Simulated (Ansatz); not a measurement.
# Work function of Rh by crystal face

How much does the work function of Rh differ between its low-index faces, and does the functional change the order?

Measured values are compiled ones, as quoted in “Anisotropic work function of elemental crystals” (2019, arxiv:1902.07811).

**Method.** Ansatz 0.2.0, plane waves with PAW datasets (its set soft_2) at their recommended cutoffs; symmetric slabs of 7 layers (11 for bcc (111)) cut at the tabulated experimental lattice constant, atoms at bulk places, 18 Å of vacuum, k-spacing 0.16 Å⁻¹ (2π included), Fermi-Dirac smearing of 0.1 eV, SCF threshold 1e-9 eV; spin-polarised where the metal is Fe, Co or Ni. The work function is the vacuum level less the Fermi level; differences are formed before rounding.

What came out:

| face | atoms per nm² | LDA (eV) | PBEsol (eV) | r2SCAN (eV) | PBE (eV) | RPBE (eV) | PBE, relaxed (eV) | measured (eV) |
| --- | --- | --- | --- | --- | --- | --- | --- | --- |
| (111) | 16.0 | 5.56 | 5.30 | 5.16 | 5.17 | 4.99 | 5.16 | 5.46 |
| (100) | 13.9 | 5.44 | 5.18 | 5.06 | 5.05 | 4.87 | 5.07 | 5.3 |
| (110) | 9.8 | 5.06 | 4.79 | 4.66 | 4.68 | 4.50 | 4.70 | 4.86 |

**Answer.** With PBE the work function runs from 5.17 eV on (111) to 4.68 eV on (110). It falls with the atom density, as Smoluchowski smoothing would have it: on an open face electrons flow from the ridges into the troughs, which weakens the surface dipole. All functionals in the table give the same order. LDA lies 0.38 to 0.39 eV above PBE. With the layers relaxed PBE misses the measured values by 0.16 to 0.30 eV. Against the 3 measured values on unreconstructed faces, PBEsol comes nearest (mean absolute error 0.12 eV), and PBE misses by 0.18 to 0.29 eV. LDA is within 0.1 eV of PBEsol's error, inside the spread of measured values. For (111), (100) and (110) the measured order is the one that PBE gives. Relaxing all layers with PBE (forces under 0.01 eV/Å) moves the values by 0.00 to +0.02 eV.

Caveats: Slabs this thin leave size errors that can reach a tenth of an eV or more. Compiled measured values differ between sources by a tenth of an eV or more. The functionals share one unrelaxed geometry at the tabulated experimental lattice constant; the relaxed column keeps that in-plane lattice, which is not PBE's own.
